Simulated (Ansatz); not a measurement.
# Cs (Im-3m, 1 atom in the cell): the cell at rest

Task: relax Cs (Im-3m, 1 atom in the cell) tightly.

Method: DFT PBE, scalar-relativistic, plane waves, PAW, in Ansatz 0.2.0.

## Step 1: Starting point

The structure is cubic, space group Im-3m (No. 229). The conventional cell has a = 6.067 Å, b = 6.067 Å, c = 6.067 Å, α = 90.00°, β = 90.00°, γ = 90.00°.

Structure file:

```cif
data_structure
_symmetry_space_group_name_H-M 'P 1'
_symmetry_Int_Tables_number 1
_cell_length_a 5.2542
_cell_length_b 5.2542
_cell_length_c 5.2542
_cell_angle_alpha 109.471
_cell_angle_beta 109.471
_cell_angle_gamma 109.471
_cell_volume 111.66
loop_
_atom_site_label
_atom_site_type_symbol
_atom_site_fract_x
_atom_site_fract_y
_atom_site_fract_z
_atom_site_occupancy
Cs1 Cs 0.00000 0.00000 0.00000 1
```

## Step 2: A coarse first look

First a cheap look: the gap decides the mesh and the occupations, the pressure tells how far the cell has to move.

input.yaml

```yaml
crystal:
  lattice:
    - [-3.0335, 3.0335, 3.0335]
    - [3.0335, -3.0335, 3.0335]
    - [3.0335, 3.0335, -3.0335]
  atoms:
    - { symbol: Cs, position: [0.0, 0.0, 0.0] }
kpoints:
  mp_grid: { grid: [4, 4, 4] }
hamiltonian:
  xc: pbe
scf:
  occupations: { method: gaussian, width: 0.1 }
output:
  forces: true
  stress: true
  eigenvalues: true
```

Run with:

```sh
$ ansatz run input.yaml --threads 4 --pin off --max-ram 7168MiB --backend cpu --events-out ev --progress --plain --runs-dir out
```

Numbers of over 12 decimals in the logs are rounded to 6 here.

What it wrote:

```text
Engine: ansatz 0.2.0, aarch64-unknown-linux-gnu
Pseudopotentials: kind: paw
Pseudopotential: Cs, paw, valence charge 9, recommended cutoff 420 eV (normal), Cs.paw.azcp
Functional definition: PBE
  parameter kappa = 0.804
  parameter beta = 0.066725
  exchange = pbe_x(kappa = kappa, mu = beta*pi^2/3)
  correlation = pbe_c(beta = beta)
Crystal: 1 atoms, lattice volume = 111.659 Å³
[...]
k-point 0: bands = ["-21.4753", "-8.2163", "-8.2163", "-8.2163", "0.6508", "4.8684", "4.8684", "4.8684", "5.7488"]
  k-point 1: bands = ["-21.4714", "-8.2939", "-8.2416", "-8.2165", "1.3151", "4.0927", "4.3480", "5.5607", "5.5925"]
  k-point 2: bands = ["-21.4675", "-8.3682", "-8.2665", "-8.2166", "2.3829", "3.2619", "3.9989", "5.5959", "6.2140"]
  k-point 7: bands = ["-21.4615", "-8.3242", "-8.3242", "-8.3242", "2.9818", "2.9818", "5.4268", "5.4268", "5.4268"]
[key lines of the parts left out:]
SCF converged after 6 iterations
Free energy (F): -5670.719796 eV
Fermi energy:    2.373407 eV
P = ⅓ Tr σ = 0.1165 GPa (1.165 kbar)
```

It took 1.8 s on 4 threads of Arm Neoverse V1, shared host; peak memory 0.3 GiB; 2.6 s of CPU time.

This step gave:

| Item | Value |
| --- | --- |
| pressure | 0.1165 GPa |
| volume per atom | 111.7 Å³ |
| gap on the k-mesh | 0 eV |

The coarse mesh shows no gap and a pressure of 0.1 GPa.

## Step 3: Bringing the structure to rest

The cell and atoms are relaxed, since residual forces and stress would shift the frequencies.

input.yaml, the sections that differ from step 2:

```yaml
kpoints:
  mp_grid: { grid: [10, 10, 10] }
output:
  forces: true
  stress: true
  eigenvalues: true
  write_density: true
  write_potential: true
  elf: true
  volumetric_format: npy
relax:
  adjacent_minimum: "off"
  f_tol: 0.005
  max_steps: 80
  cell: { stress_tol: 0.05 }
# crystal, hamiltonian, scf: as in step 2
```

What it wrote:

```text
[...]
Crystal: 1 atoms, lattice volume = 111.659 Å³
Basis set: ecut = 420 eV, 2171 PW (Γ), exchange–correlation on 72×72×72 points (8 copies of the dense FFT grid, shifted against one another)
Bands: 9, of which v1, the nominal top of the filled ones, is band 5 counted from 1 (4 counted from 0)
Symmetry: 48 space group operations
[...]
k-points: 47 of 1000
[...]
SCF iter   1: F=—  HF=-5670.762868 eV  |F-HF|=—  |Δ(HF+E_count)|=         —  Δρ=2.21e-4  dr2=3.98e-5  ethr=1.77e-3  ⟨swp⟩=6.0  Hψ=3481  notcnv=0
[...]
SCF iter   6: F=-5670.763169 eV  HF=-5670.763169 eV  |F-HF|=1.14e-9  |Δ(HF+E_count)|=   5.32e-8  Δρ=1.40e-6  dr2=9.59e-10  ethr=1.00e-9  ⟨swp⟩=6.2  Hψ=2335  notcnv=0
SCF 1 converged in 6 iterations: F = -5670.763169 eV  dr2 = 9.59e-10
[...]
relax step   1: F+E_penalty+E_count = -5670.76316883 eV  Δ(F+E_penalty+E_count) = +0.000e0 eV  max|allowed force component| = 0.000e0 eV/Å  Δτ_max = 0.0000 Å  P = +0.099 GPa  Ω = 111.659 Å³  (6 SCF iters, dr2 threshold 1.00e-7 eV, accepted)
Crystal: 1 atoms, lattice volume = 112.042 Å³
[...]
iter 1 solved again at ethr=8.38e-9 eV; its pass at ethr=3.10e-3 eV (dr2=7.54e-7 eV) is discarded
[...]
SCF iter   3: F=-5670.763397 eV  HF=-5670.763397 eV  |F-HF|=3.41e-9  |Δ(HF+E_count)|=   4.22e-9  Δρ=1.96e-6  dr2=6.83e-9  ethr=2.73e-10  ⟨swp⟩=6.2  Hψ=2542  notcnv=0
SCF 2 converged in 3 iterations: F = -5670.763397 eV  dr2 = 6.83e-9
relax step   2: F+E_penalty+E_count = -5670.76339670 eV  Δ(F+E_penalty+E_count) = -2.279e-4 eV  max|allowed force component| = 0.000e0 eV/Å  Δτ_max = 0.0000 Å  P = +0.092 GPa  Ω = 112.042 Å³  energy of the carried Pulay correction = -2.632e-7 eV  (3 SCF iters, dr2 threshold 2.46e-8 eV, accepted)
Crystal: 1 atoms, lattice volume = 116.808 Å³
Basis set: ecut = 420 eV, 2243 PW (Γ), exchange–correlation on 72×72×72 points (8 copies of the dense FFT grid, shifted against one another)
[...]
SCF iter   5: F=-5670.764778 eV  HF=-5670.764778 eV  |F-HF|=3.20e-9  |Δ(HF+E_count)|=   4.13e-8  Δρ=1.06e-6  dr2=2.30e-9  ethr=2.33e-10  ⟨swp⟩=8.1  Hψ=2405  notcnv=0
SCF 3 converged in 5 iterations: F = -5670.764778 eV  dr2 = 2.30e-9
relax step   3: F+E_penalty+E_count = -5670.76477839 eV  Δ(F+E_penalty+E_count) = -1.382e-3 eV  max|allowed force component| = 0.000e0 eV/Å  Δτ_max = 0.0000 Å  P = +0.004 GPa  Ω = 116.808 Å³  energy of the carried Pulay correction = -3.462e-6 eV  (5 SCF iters, dr2 threshold 2.09e-8 eV, accepted)
[...]
SCF iter   5: F=-5670.764782 eV  HF=-5670.764782 eV  |F-HF|=1.82e-12  |Δ(HF+E_count)|=  2.73e-11  Δρ=4.00e-8  dr2=2.22e-12  ethr=1.00e-12  ⟨swp⟩=5.4  Hψ=1506  notcnv=0
SCF 4 converged in 5 iterations: F = -5670.764782 eV  dr2 = 2.22e-12
relax step   4: F+E_penalty+E_count = -5670.76478223 eV  Δ(F+E_penalty+E_count) = -3.838e-6 eV  max|allowed force component| = 0.000e0 eV/Å  Δτ_max = 0.0000 Å  P = +0.004 GPa  Ω = 116.808 Å³  stress off target by 4.26e-3 GPa  SCF on the basis re-selected at this cell (its energy is not comparable with the rows above)  (5 SCF iters)
basis re-selected at this cell: Δ(F+E_penalty+E_count) = -3.838e-6 eV, ΔP = +0.000 GPa vs the last step (what re-selecting the basis moved, of the pressure what is left beyond the Pulay correction that the steps carried, after the strain that the cell walked since its last selection, with what the two solves' SCF thresholds leave and, on support functions, any second-order correction that the steps lacked; it is no measure of the basis error at this ecutwfc). This SCF's stress stands 4.26e-3 GPa from its target on what of the cell is left free (relax.cell.stress_tol is 5.00e-2 GPa) and its largest allowed force component is 0.00e0 eV/Å (relax.f_tol is 5.00e-3 eV/Å): [rest of the remark cut]
SCF converged after 5 iterations
Free energy (F): -5670.764782 eV
[...]
Internal energy: -5670.755548 eV  (E = F + TS)
E sigma→0 (E₀):  -5670.760165 eV
Entropy (-TS):   -0.009234 eV (-9.234 meV/atom)
Fermi energy:    2.168508 eV
[...]
--- Stress (GPa, compression-positive) ---
        0.004256      -0.000000       0.000000
       -0.000000       0.004256       0.000000
        0.000000       0.000000       0.004256
  P = ⅓ Tr σ = 0.0043 GPa (0.043 kbar)
--- Band table (eV; the first three rows and the last of 47) ---
[...]
--- Relaxed structure (3 steps of the walk, 3 accepted, 1 SCFs on fresh bases) ---
  F+E_penalty+E_count = -5670.76478223 eV   max|allowed force component| = 0.000e0 eV/Å   (the final SCF, on the basis selected at the relaxed cell)
  cell:  # Å, volume = 116.8078 Å³
    - [-3.079432, 3.079432, 3.079432]
    - [3.079432, -3.079432, 3.079432]
    - [3.079432, 3.079432, -3.079432]
  atoms:
    - { symbol: Cs, position: [0.0, 0.0, 0.0] }
```

It took 4.2 s on 4 threads; peak memory 0.41 GiB; 14 s of CPU time.

Relaxation path:

| step | energy less that of the first step (eV) | largest force component (eV/Å) | pressure (GPa) | volume (Å³) |
| --- | --- | --- | --- | --- |
| 1 | 0.0000 | 0.0000 | 0.10 | 111.66 |
| 2 | -0.0002 | 0.0000 | 0.09 | 112.04 |
| 3 | -0.0016 | 0.0000 | 0.00 | 116.81 |
| 4* | -0.0016 | 0.0000 | 0.00 | 116.81 |

Relaxation steps marked * repeat the geometry before them on a plane-wave basis chosen anew for their cell, so energy and pressure can jump there.

| conventional cell, symmetrised | before | after | change |
| --- | --- | --- | --- |
| a (Å) | 6.067 | 6.159 | +1.5 % |
| b (Å) | 6.067 | 6.159 | +1.5 % |
| c (Å) | 6.067 | 6.159 | +1.5 % |
| volume (Å³/atom) | 111.66 | 116.81 | +4.6 % |

Final coordinates:

```cif
data_structure
_symmetry_space_group_name_H-M 'P 1'
_symmetry_Int_Tables_number 1
_cell_length_a 5.3337
_cell_length_b 5.3337
_cell_length_c 5.3337
_cell_angle_alpha 109.471
_cell_angle_beta 109.471
_cell_angle_gamma 109.471
_cell_volume 116.81
loop_
_atom_site_label
_atom_site_type_symbol
_atom_site_fract_x
_atom_site_fract_y
_atom_site_fract_z
_atom_site_occupancy
Cs1 Cs 0.00000 0.00000 0.00000 1
```

This step gave:

```yaml
pressure: 0.004256 GPa
volume_per_atom: 116.8 Å³
```

Electrostatic potential energy in the ac plane of the conventional cell at fractional y = 0.000, with atoms of Cs within 0.2 Å of it. With pseudopotentials it is smooth inside the atoms' cores, unlike the true potential.

Values in eV, 9 rows by 16 columns, each cell a mean:
```
-23 -24 -18  -4   1   3   4   4   4   4   3   2  -1 -11 -24 -24
-13  -9  -3   1   3   4   4   4   4   4   4   3   2  -1  -6 -12
  2   2   3   3   4   4   4   4   4   4   4   4   3   3   2   2
  4   4   4   4   4   4   4   4   4   4   4   4   4   4   4   4
  4   4   4   4   4   4   4   4   4   4   4   4   4   4   4   4
  4   4   4   4   4   4   4   4   4   4   4   4   4   4   4   4
  0   1   2   3   4   4   4   4   4   4   4   4   3   2   1   0
-18 -14  -6   0   2   3   4   4   4   4   4   3   1  -3 -11 -17
-22 -24 -20  -5   1   3   4   4   4   4   3   2  -1 -14 -25 -23
```
Columns run along a (6.2 Å; values clipped at the 3rd and 97th percentile), rows up along c (6.2 Å), edges of the conventional cell, whose origin can differ from the input's. Atoms in or near the plane, at fractional coordinates: Cs at (0.00, 0.00).

ELF in the ac plane of the conventional cell at fractional y = 0.000, with atoms of Cs within 0.2 Å of it. It is the smooth field of the valence electrons, not physical close to the nuclei.

Ten even steps from '_' (0.05) to '@' (0.87), each cell a mean:
```
..**@@@@==____..--::____..##@@%%--
##@@@@##::____..--::____..++@@@@%%
@@@@%%==..____::==--..____::##@@@@
##**==..____..--====::______::++##
::..______..::======--..______....
________..::--======----..________
____....------------------::..____
::::----====----------======--::::
------======----------========----
....::----====--------====--::....
______..::----==--------::..______
__________..--======--::..________
==--..______::--====--..____..::==
@@%%**::____..--==--..____..==##@@
@@@@@@**..____::----..____==%%@@@@
==%%@@%%--____..--::____..**@@@@**
__==@@@@==____..--::____::##@@##..
```
Columns run along a (6.2 Å), rows up along c (6.2 Å), edges of the conventional cell, whose origin can differ from the input's. Atoms in or near the plane, at fractional coordinates: Cs at (0.00, 0.00).

Valence density in the ac plane of the conventional cell at fractional y = 0.000, with atoms of Cs within 0.2 Å of it. It is the smooth field of the valence electrons, not physical close to the nuclei.

Ten even steps from '0' (0.0 e/Å³) to '9' (1.1 e/Å³), each cell a mean:
```
38830000000001695
99620000000001489
65200000000000146
21000000000000011
00000000000000000
00000000000000000
00000000000000000
00000000000000000
00000000000000000
00000000000000000
00000000000000000
00000000000000000
00000000000000000
32100000000000023
97410000000000268
79720000000001598
17930000000002693
```
Columns run along a (6.2 Å), rows up along c (6.2 Å), edges of the conventional cell, whose origin can differ from the input's. Atoms in or near the plane, at fractional coordinates: Cs at (0.00, 0.00).

In this step the volume went from 111.66 to 116.81 Å³/atom.

## Step 4: Relaxing to small forces for the phonons

Phonons need a cell at rest on their own settings, so the relaxation is repeated with tight tolerances on forces and stress, using the mesh and the filling of the phonon run that follows.

input.yaml

```yaml
crystal:
  lattice:
    - [-3.0794321637, 3.0794321637, 3.0794321637]
    - [3.0794321637, -3.0794321637, 3.0794321637]
    - [3.0794321637, 3.0794321637, -3.0794321637]
  atoms:
    - { symbol: Cs, position: [0.0, 0.0, 0.0] }
kpoints:
  mp_grid: { grid: [12, 12, 12] }
hamiltonian:
  xc: pbe
scf:
  occupations: { method: methfessel_paxton, width: 0.15 }
output:
  forces: true
  stress: true
  eigenvalues: true
relax:
  adjacent_minimum: "off"
  f_tol: 0.001
  max_steps: 60
  cell: { stress_tol: 0.01 }
```

What it wrote:

```text
[...]
Crystal: 1 atoms, lattice volume = 116.808 Å³
Basis set: ecut = 420 eV, 2243 PW (Γ), exchange–correlation on 72×72×72 points (8 copies of the dense FFT grid, shifted against one another)
Bands: 9, of which v1, the nominal top of the filled ones, is band 5 counted from 1 (4 counted from 0)
[... 1 set-up line as in the run before ...]
[...]
k-points: 72 of 1728
[...]
P = ⅓ Tr σ = 0.0046 GPa (0.046 kbar)
--- Band table (eV; the first three rows and the last of 72) ---
[...]
--- Relaxed structure (1 steps of the walk, 1 accepted, 1 SCFs on fresh bases) ---
[...]
cell:  # Å, volume = 116.8078 Å³
    - [-3.0794321637, 3.0794321637, 3.0794321637]
    - [3.0794321637, -3.0794321637, 3.0794321637]
    - [3.0794321637, 3.0794321637, -3.0794321637]
  atoms:
    - { symbol: Cs, position: [0.0, 0.0, 0.0] }
[key lines of the parts left out:]
SCF converged after 6 iterations
Free energy (F): -5670.762560 eV
Fermi energy:    2.163930 eV
```

Wall time 3.7 s (4 threads); peak memory 0.42 GiB.

Little changed from the start: no atom moved by 0.005 Å and no cell edge by 0.1 %.

Numbers from this step:

```yaml
pressure: 0.004576 GPa
```

The forces vanish by symmetry and the pressure is 0.005 GPa, within the tolerances set. The cell now holds 116.81 Å³/atom.

## Step 5: Results

```
space group after relaxation (within 0.01 Å) : Im-3m
lattice constant a                           : 6.159 Å
lattice constant b                           : 6.159 Å
lattice constant c                           : 6.159 Å
volume per atom                              : 117 Å³
```

In words: The forces vanish by symmetry and the pressure is 0.005 GPa, within the tolerances set. The cell now holds 116.81 Å³/atom. The relaxation keeps the symmetry of its start, so it says nothing on stability against lower symmetry. Spin-orbit coupling is left out, which can matter for the heavy elements here.

[Logs are printed without paths, hosts, clocks, repeated set-up lines and the standing remarks that a program may print on its own settings, such as how far it seeks lower states.]

[Hosts, paths, dates, database ids (printed as entryN), source tags and the programs' standing remarks are cut or masked in the printed files.]
